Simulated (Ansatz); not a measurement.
**NaAuCl3 (cubic perovskite) (Pm-3m): how robust is the cRPA U?**

What does U in NaAuCl3 (cubic perovskite) (Pm-3m) depend on besides the window?

Program: Ansatz 0.2.0. Level of theory: constrained RPA on LDA, plane waves, PAW. Results are calculated unless marked as measured.

Report form: the programs' logs are mostly left out.

The structure was built from a prototype and need not be the compound's stable phase.

## (1) The starting structure

The structure is cubic, space group Pm-3m (No. 221). Conventional cell: a = 4.944 Å, b = 4.944 Å, c = 4.944 Å, α = 90.00°, β = 90.00°, γ = 90.00°. Nearest to Na lie 12 Cl at 3.50 Å. Au has 6 Cl at 2.47 Å nearest. Nearest to Cl lie 2 Au at 2.47 Å and 4 Na at 3.50 Å. Farther neighbours and most contacts between anions are not listed.

The structure was relaxed with LDA. The structure type comes from a generator and need not be one that this composition takes. The structure was generated from a model, not taken from a measurement. The runs that relaxed it are not among those shown. The program's search for lower electronic states was switched off, so nothing shows that the state found is the lowest. Spin-orbit coupling is left out unless a step names it. The default PAW set here is soft_2. Its files were made with PBE.

## (2) Base: Au d + anion p, bands v14 to v1, 4×4×4 mesh, medium accuracy

Constrained RPA screens the interaction with every transition except those inside the target bands, which a later many-body model would treat itself.

The input, input.yaml:

```yaml
crystal:
  lattice:
    - [0.0, -4.94390326, 0.0]
    - [0.0, 0.0, 4.94390326]
    - [-4.94390326, 0.0, 0.0]
  atoms:
    - { symbol: Na, position: [0.0, 0.0, 0.0] }
    - { symbol: Au, position: [0.5, 0.5, 0.5] }
    - { symbol: Cl, position: [0.5, 0.5, 0.0] }
    - { symbol: Cl, position: [0.5, 0.0, 0.5] }
    - { symbol: Cl, position: [0.0, 0.5, 0.5] }
kpoints:
  mp_grid: { grid: [6, 6, 6] }
hamiltonian:
  xc: lda
scf:
  occupations: { method: gaussian, width: 0.08 }
  n_extra_bands: 19
  max_iter: 150
  lower_state_search: "off"
output:
  crpa:
    kmesh: [4, 4, 4]
    target_bands: [v14, v1]
    projections: [{ species: Au, l: d, shell: 5 }, { species: Cl, l: p, shell: 3 }]
  local_orbitals:
    kmesh: [8, 8, 8]
    orbitals: [{ species: Au, l: d, shell: 5 }, { species: Cl, l: p, shell: 3 }]
    window: { bands: [v14, v1] }
    seedname: lo
```

Command:

```console
ansatz run input.yaml --threads 4 --pin off --max-ram 9216MiB --backend cpu --events-out ev --progress --plain --runs-dir out
```

Wall time 6.6 min (4 threads of Arm Neoverse V2, shared host); peak memory 0.97 GiB; 25 min of CPU time.

Numbers from this step:

```
U                                                 : 5.402 eV
U prime (inter-orbital)                           : 4.436 eV
J                                                 : 0.4784 eV
bare V                                            : 16.38 eV
bare J                                            : 0.6486 eV
stated bound on U                                 : 0.01422 eV
U over bare V                                     : 0.3298
electrons in the window                           : 27.00
head of the constrained inverse dielectric matrix : 0.2723
least eigenvalue of the projection's overlap      : 0.5301
target functions                                  : 14
bands in the sums                                 : 50
r.m.s. miss of the model bands                    : 2.03e-4 eV
width of the target bands                         : 9.124 eV
weight of the projected orbitals in the window    : 0.9578
```

On the Au d shell, screening brings the on-site interaction from 16.4 eV down to U = 5.40 eV.

## (3) Changed: 2×2×2 mesh

input.yaml, the sections that differ from step 2:

```yaml
output:
  crpa:
    kmesh: [2, 2, 2]
    target_bands: [v14, v1]
    projections: [{ species: Au, l: d, shell: 5 }, { species: Cl, l: p, shell: 3 }]
# crystal, kpoints, hamiltonian, scf: as in step 2
```

Run time: 29 s. Hardware: 4 threads; peak memory 0.8 GiB.

This step gave:

```yaml
u: 5.272 eV
u_prime_inter_orbital: 4.304 eV
j: 0.4789 eV
bare_v: 16.44 eV
bare_j: 0.6489 eV
stated_bound_on_u: 0.01847 eV
u_over_bare_v: 0.3206
electrons_in_the_window: 27.00
head_of_the_constrained_inverse_dielectric_matrix: 0.2421
least_eigenvalue_of_the_projection_s_overlap: 0.5301
target_functions: 14
bands_in_the_sums: 50
width_of_the_target_bands: 9.124 eV
weight_of_the_projected_orbitals_in_the_window: 0.9578
```

On the Au d shell, screening brings the on-site interaction from 16.4 eV down to U = 5.27 eV.

## (4) Changed: accuracy low

Edit input.yaml of step 3 so:

```diff
@@ -22,4 +22,5 @@
   crpa:
-    kmesh: [2, 2, 2]
+    kmesh: [4, 4, 4]
     target_bands: [v14, v1]
     projections: [{ species: Au, l: d, shell: 5 }, { species: Cl, l: p, shell: 3 }]
+    accuracy: low
```

It took 3.5 min on 4 threads; peak memory 0.88 GiB; 13 min of CPU time.

This step gave:

* U: 5.369 eV
* U prime (inter-orbital): 4.406 eV
* J: 0.4770 eV
* bare V: 16.38 eV
* bare J: 0.6486 eV
* stated bound on U: 0.1720 eV
* U over bare V: 0.3278
* electrons in the window: 27.00
* head of the constrained inverse dielectric matrix: 0.2723
* least eigenvalue of the projection's overlap: 0.5301
* target functions: 14
* bands in the sums: 50
* width of the target bands: 9.124 eV
* weight of the projected orbitals in the window: 0.9578

On the Au d shell, screening brings the on-site interaction from 16.4 eV down to U = 5.37 eV.

## (5) Changed: smooth pair densities

Edit input.yaml of step 4 so:

```diff
@@ -25,2 +25,2 @@
     projections: [{ species: Au, l: d, shell: 5 }, { species: Cl, l: p, shell: 3 }]
-    accuracy: low
+    pair_densities: pseudo
```

Run time: 7.6 min. Hardware: 4 threads; peak memory 0.85 GiB; 29 min of CPU time.

Numbers from this step:

| Property | Result |
| --- | --- |
| U | 5.447 eV |
| U prime (inter-orbital) | 4.428 eV |
| J | 0.5050 eV |
| bare V | 16.38 eV |
| bare J | 0.6486 eV |
| stated bound on U | 0.005750 eV |
| U over bare V | 0.3326 |
| electrons in the window | 27.00 |
| head of the constrained inverse dielectric matrix | 0.2726 |
| least eigenvalue of the projection's overlap | 0.5301 |
| target functions | 14 |
| bands in the sums | 50 |
| width of the target bands | 9.124 eV |
| weight of the projected orbitals in the window | 0.9578 |

On the Au d shell, screening brings the on-site interaction from 16.4 eV down to U = 5.45 eV.

## (6) Changed: volume +3 %

The cell differs from the one that the last finished run ended in (a 4.944 → 4.993 Å, b 4.944 → 4.993 Å, c 4.944 → 4.993 Å).

input.yaml, the sections that differ from step 5:

```yaml
crystal:
  lattice:
    - [0.0, -4.9928559809, 0.0]
    - [0.0, 0.0, 4.9928559809]
    - [-4.9928559809, 0.0, 0.0]
  atoms:
    - { symbol: Na, position: [0.0, 0.0, 0.0] }
    - { symbol: Au, position: [0.5, 0.5, 0.5] }
    - { symbol: Cl, position: [0.5, 0.5, 0.0] }
    - { symbol: Cl, position: [0.5, 0.0, 0.5] }
    - { symbol: Cl, position: [0.0, 0.5, 0.5] }
output:
  crpa:
    kmesh: [4, 4, 4]
    target_bands: [v14, v1]
    projections: [{ species: Au, l: d, shell: 5 }, { species: Cl, l: p, shell: 3 }]
  local_orbitals:
    kmesh: [8, 8, 8]
    orbitals: [{ species: Au, l: d, shell: 5 }, { species: Cl, l: p, shell: 3 }]
    window: { bands: [v14, v1] }
    seedname: lo
# kpoints, hamiltonian, scf: as in step 5
```

The job ended after 7.3 min (4 threads; peak memory 0.97 GiB).

This step gave:

| Quantity | Value |
| --- | --- |
| U | 5.424 eV |
| U prime (inter-orbital) | 4.457 eV |
| J | 0.4793 eV |
| bare V | 16.40 eV |
| bare J | 0.6501 eV |
| stated bound on U | 0.01480 eV |
| U over bare V | 0.3307 |
| electrons in the window | 27.00 |
| head of the constrained inverse dielectric matrix | 0.2737 |
| least eigenvalue of the projection's overlap | 0.5317 |
| target functions | 14 |
| bands in the sums | 50 |
| r.m.s. miss of the model bands | 1.84e-4 eV |
| width of the target bands | 8.768 eV |
| weight of the projected orbitals in the window | 0.9585 |

On the Au d shell, screening brings the on-site interaction from 16.4 eV down to U = 5.42 eV.

## (7) Side by side

Times are wall times on 4 threads of Arm Neoverse V2, shared host, good to a factor of about two.

| run | bare V (eV) | U (eV) | J (eV) | bound on U (eV) | width (eV) | time |
| --- | --- | --- | --- | --- | --- | --- |
| target window | 16.38 | 5.402 | 0.478 | 0.0142 | 9.12 | 6.6 min |
| 2×2×2 mesh | 16.44 | 5.272 | 0.479 | 0.0185 | 9.12 | 29 s |
| accuracy low | 16.38 | 5.369 | 0.477 | 0.1720 | 9.12 | 3.5 min |
| smooth pair densities | 16.38 | 5.447 | 0.505 | 0.0057 | 9.12 | 7.6 min |
| volume +3 % | 16.40 | 5.424 | 0.479 | 0.0148 | 8.77 | 7.3 min |

## (8) Outcome

* target window: U 5.40 eV, J 0.48 eV
* 2×2×2 mesh: U 5.27 eV, J 0.48 eV
* accuracy low: U 5.37 eV, J 0.48 eV
* smooth pair densities: U 5.45 eV, J 0.50 eV
* volume +3 %: U 5.42 eV, J 0.48 eV

What this shows: 2×2×2 mesh moves U by −0.13 eV at 0.073 times the time. Accuracy low moves U by −0.03 eV (within the solver's bounds, for the mean over orbitals). Smooth pair densities moves U by +0.05 eV. Volume +3 % moves U by +0.02 eV (within the solver's bounds, for the mean over orbitals). The printed bound covers the solver alone, not the mesh, and no denser mesh than the base was run. The parent state is non-magnetic and the interaction static (zero frequency); U depends on the window and the orbitals, so it belongs to this model alone. Spin-orbit coupling, which is strong for atoms this heavy, is left out. A window that holds the anion p bands defines a model with explicit ligands; its U belongs to that model and is not the U of DFT+U.

[Paths, hosts, dates, memory and timing lines, banners, echoed tables and standing remarks are left out of the program output.]

[Logs are printed without paths, hosts, clocks, repeated set-up lines and the standing remarks that a program may print on its own settings, such as how far it seeks lower states.]

[Runs of the session that timed out or met a known fault of the program may be left out.]

[Hosts, paths, dates, database ids (printed as entryN), source tags and the programs' standing remarks are cut or masked in the printed files.]
